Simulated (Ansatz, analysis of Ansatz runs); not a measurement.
# A hop of Li in Li2CdCl4 (Imma), charge −1, part 2 of 2

Wanted: path and barrier of a jump of Li in Li2CdCl4 (Imma) at charge −1. The case: V_Li hop (4.5 Å), in a cell of 56 host atoms with 1 Li taken out.

Ansatz 0.2.0; plane-wave PAW DFT, HSE06; nudged elastic band between two relaxed defect structures at fixed charge in a uniform background.

So far, barrier forward (eV): step 4 (nudged elastic band, charge −1) 0.567.

### 5. Single point at the start point, PBEsol

Three single points with PBEsol show how much the barrier depends on that choice; lattice and path are kept. The start is shown; top and end are run alike.

This step: plane-wave PAW DFT, PBEsol; single point of a defect supercell on a structure of the HSE06 path.

The input, qm1.start.pbesol/input.yaml:

```yaml
crystal:
  lattice:
    - [0.0, 7.62069283, 10.46883193]
    - [7.38022985, 0.0, 10.46883193]
    - [7.38022985, 7.62069283, 0.0]
  atoms:
    - { symbol: Li, position: [0.19517081, 0.4463234, 0.05411059] }
    - { symbol: Li, position: [0.69533545, 0.94607638, 0.55378014] }
[... 1 atom line left out ...]
    - { symbol: Li, position: [0.12845077, 0.62917357, 0.62126076] }
[... 4 atom lines left out ...]
    - { symbol: Li, position: [0.37924208, 0.37738369, 0.37112221] }
[... 6 atom lines left out ...]
    - { symbol: Cd, position: [0.00456631, -0.00456877, 0.49861535] }
[... 4 atom lines left out ...]
    - { symbol: Cd, position: [0.2514463, 0.74966369, 0.74410752] }
[... 4 atom lines left out ...]
    - { symbol: Cl, position: [0.64342978, 0.61168769, 0.38777602] }
    - { symbol: Cl, position: [0.88340389, 0.86904244, 0.63286062] }
    - { symbol: Cl, position: [0.24374051, 0.75043821, 0.50586641] }
[... 3 atom lines left out ...]
    - { symbol: Cl, position: [0.11667455, 0.63623304, 0.8659215] }
[... 4 atom lines left out ...]
    - { symbol: Cl, position: [0.4990379, 0.49472263, 0.24994185] }
[... 4 atom lines left out ...]
    - { symbol: Cl, position: [0.50148892, 0.50074714, 0.75329514] }
[... 1 atom line left out ...]
    - { symbol: Cl, position: [0.13264822, 0.61554565, 0.38420522] }
[... 8 atom lines left out ...]
    - { symbol: Cl, position: [0.36482737, 0.38255213, 0.61745492] }
[... 1 atom line left out ...]
    - { symbol: Cl, position: [0.8619867, 0.87848017, 0.12147188] }
total_charge: -1
basis:
  ecutwfc: 420
  xc_grid: 2
hamiltonian:
  xc: pbesol
kpoints:
  mp_grid: { grid: [1, 1, 1], shift: [0.25, 0.25, 0.25] }
scf:
  occupations: { method: fixed }
  max_iter: 100
output:
  forces: true
  eigenvalues: true
checkpoint:
  write: "../qm1.start.pbesol.run"
  compress: false
  write_wavefunctions: false
  write_every: 100000
```

On the command line:

```
ansatz run input.yaml --threads 32 --pin off --max-ram 84787MiB --backend cuda --events-out ev --progress --plain --runs-dir out --max-vram 78GiB
```

Numbers of over 12 decimals in the logs are rounded to 6 here.

Output:

```text
[...]
Crystal: 55 atoms, lattice volume = 1177.586 Å³
Basis set: ecut = 420 eV, 23051 PW (Γ), exchange–correlation on 180×180×144 points (8 copies of the dense FFT grid, shifted against one another)
Bands: 270, of which v1, the nominal top of the filled ones, is band 215 counted from 1 (214 counted from 0)
[...]
k-points: 1
[...]
automatic band count: iteration 3 solves 249 bands in place of 270: the levels show a gap, and the empty bands left out lie too high to hold charge; the band table lists the bands solved (type scf.n_e [...]
[...]
SCF iter   7: F=—  HF=-102540.545408 eV  |F-HF|=—  |Δ(HF+E_count)|=   8.76e-6  Δρ=1.10e-5  dr2=1.21e-6  ethr=1.23e-9  ⟨swp⟩=2.0  Hψ=438  notcnv=0  defer=26
SCF iter   8: F=-102540.545408 eV  HF=-102540.545408 eV  |F-HF|=1.03e-7  |Δ(HF+E_count)|=   7.13e-7  Δρ=2.71e-6  dr2=8.54e-8  ethr=2.33e-11  ⟨swp⟩=16.0  Hψ=1543  notcnv=0
SCF 1 converged in 8 iterations: F = -102540.545408 eV  dr2 = 8.54e-8
[...]
SCF converged after 8 iterations
Free energy (F): -102540.545408 eV
[...]
Fermi energy:    2.503846 eV
[...]
--- Forces (eV/Å), atoms counted from 1 ---
[...]
--- Band table (eV) ---
[...]
```

It took 1.2 s on 1 × NVIDIA GB200 with 32 threads of Arm Neoverse V2, shared host; peak memory 1.2 GiB.

Read from the output:

| Quantity | Value |
| --- | --- |
| free energy | -102540.5454 eV |

### 6. Barrier from single points, PBEsol

Analysis of the runs above: barrier from PBEsol single points on the HSE06 path.

It gives:

```
barrier forward  : 0.6057 eV
barrier backward : 0.4119 eV
end less start   : 0.1939 eV
```

This gives 0.606 eV against the band's 0.567 eV.

### 7. Single point at the top of the path, HSE06

A single point at the top of the band gives the levels near the gap and the populations there.

This step: plane-wave PAW DFT, HSE06; single point of a defect supercell on a structure of the HSE06 path.

The input, qm1.top.probe/input.yaml:

```yaml
crystal:
  lattice:
    - [0.0, 7.62069283, 10.46883193]
    - [7.38022985, 0.0, 10.46883193]
    - [7.38022985, 7.62069283, 0.0]
  atoms:
    - { symbol: Li, position: [0.19667474, 0.44596225, 0.05909366] }
    - { symbol: Li, position: [0.69489881, 0.94789232, 0.55949732] }
[... 1 atom line left out ...]
    - { symbol: Li, position: [0.2875874, 0.67566246, 0.33677998] }
[... 4 atom lines left out ...]
    - { symbol: Li, position: [0.38779225, 0.35685299, 0.37625195] }
[... 6 atom lines left out ...]
    - { symbol: Cd, position: [-0.00124489, -8.701e-05, 0.50807568] }
[... 4 atom lines left out ...]
    - { symbol: Cd, position: [0.24978889, 0.74611253, 0.75399446] }
[... 5 atom lines left out ...]
    - { symbol: Cl, position: [0.87940521, 0.87764842, 0.63276198] }
    - { symbol: Cl, position: [0.25490702, 0.77155422, 0.49707852] }
[... 3 atom lines left out ...]
    - { symbol: Cl, position: [0.11958265, 0.63576264, 0.87666005] }
    - { symbol: Cl, position: [0.36253648, 0.88989706, 0.1103601] }
[... 3 atom lines left out ...]
    - { symbol: Cl, position: [0.50699163, 0.4907245, 0.24487554] }
[... 2 atom lines left out ...]
    - { symbol: Cl, position: [0.00800568, -0.00537706, 0.24995231] }
[... 3 atom lines left out ...]
    - { symbol: Cl, position: [0.14022192, 0.61923872, 0.36350417] }
[... 8 atom lines left out ...]
    - { symbol: Cl, position: [0.37753202, 0.37469875, 0.60697777] }
[... 1 atom line left out ...]
    - { symbol: Cl, position: [0.85634146, 0.88245076, 0.11755908] }
total_charge: -1
basis:
  ecutwfc: 420
  xc_grid: 2
hamiltonian:
  xc: hse06
kpoints:
  mp_grid: { grid: [1, 1, 1], shift: [0.25, 0.25, 0.25] }
scf:
  occupations: { method: fixed }
  max_iter: 100
output:
  forces: true
  eigenvalues: true
  eigenstates: { localisation: true }
  populations: true
  write_density: true
  write_potential: true
  volumetric_format: npy
  elf: true
checkpoint:
  write: "../qm1.top.probe.run"
  compress: false
  write_wavefunctions: false
  write_every: 100000
```

Output:

```text
[...]
Crystal: 55 atoms, lattice volume = 1177.586 Å³
Basis set: ecut = 420 eV, 23051 PW (Γ), exchange–correlation on 180×180×144 points (8 copies of the dense FFT grid, shifted against one another)
Bands: 270, of which v1, the nominal top of the filled ones, is band 215 counted from 1 (214 counted from 0)
[...]
k-points: 1
[...]
hybrid outer 1: dexx = +1.038e-1 eV, tail = 1.35e-4 eV
[...]
SCF 3 converged in 4 iterations: F = -103782.318487 eV  dr2 = 6.62e-9
[...]
--- Band table (eV) ---
[...]
--- Löwdin populations: 55 sites ---
[...]
spilling = 0.004895 (of n_electrons = 430.000000)
[...]
```

Elapsed: 8.1 s, on 1 × NVIDIA GB200 with 32 threads; peak memory 2.3 GiB; 32 s of CPU time.

Read from the output:

| Quantity | Value |
| --- | --- |
| free energy | -103782.3185 eV |

From eigenstates.tsv, first k-point; energies on the run's zero. The participation number counts the atoms that a state is spread over, of 55; bands count from 0.

| spin | band | energy (eV) | occupation | participation | largest share on | share |
| --- | --- | --- | --- | --- | --- | --- |
| both | 209 | 1.403 | 2.00 | 20.7 | Cl33 | 0.12 |
| both | 210 | 1.454 | 2.00 | 14.4 | Cl32 | 0.16 |
| both | 211 | 1.478 | 2.00 | 14.9 | Cl27 | 0.19 |
| both | 212 | 1.507 | 2.00 | 18.9 | Cl32 | 0.12 |
| both | 213 | 1.543 | 2.00 | 17.7 | Cl33 | 0.14 |
| both | 214 | 1.636 | 2.00 | 17.2 | Cl26 | 0.14 |
| both | 215 | 7.000 | 0.00 | 31.7 | Cd23 | 0.07 |
| both | 216 | 7.466 | 0.00 | 27.8 | Cd18 | 0.09 |
| both | 217 | 8.045 | 0.00 | 13.3 | Cd23 | 0.19 |
| both | 218 | 8.095 | 0.00 | 21.2 | Cd21 | 0.11 |
| both | 219 | 8.201 | 0.00 | 25.2 | Cd22 | 0.10 |

Under HSE06 at one point at (¼, ¼, ¼), the highest filled state is spread over 17 of 55 atoms, and the lowest empty one, 5.36 eV above it, is spread over 32 of 55 atoms.

The distance between the highest filled and the lowest empty level goes from 5.44 eV at the start to 5.36 eV at the top.

### 8. Outcome

```
barrier forward                         : 0.57 eV (in doubt, see below)
barrier backward                        : 0.44 eV
end less start                          : 0.12 eV
hop length                              : 4.42 Å
band iterations, as the log counts them : 18
barrier from single points, PBEsol      : 0.61 eV (in doubt, see below)
```

The top of the band lies 0.57 eV above the start and 0.44 eV above the end. In at least one step between neighbouring images a covalent bond changes partner or an atom goes far. The images sample such a step coarsely, so the top may lie higher. At the top Li4 stands 2.23 Å from its nearest Cl, 0.25 Å closer than at the start. Across functionals on this path (HSE06 0.567 and PBEsol 0.606 eV) the forward values spread by 0.038 eV. The order of the top as a saddle was not checked for all atoms, so a bent path could be lower. No image-charge correction is applied; it largely cancels along a path if the charge stays localised alike. Limits: one k-point off the zone centre stands for the whole zone; spin–orbit coupling, which can matter with heavy atoms, is left out.

[Logs are printed without paths, hosts, clocks, repeated set-up lines and the standing remarks that a program may print on its own settings, such as how far it seeks lower states.]

[Hosts, paths, dates, database ids (printed as entryN), source tags and the programs' standing remarks are cut or masked in the printed files.]
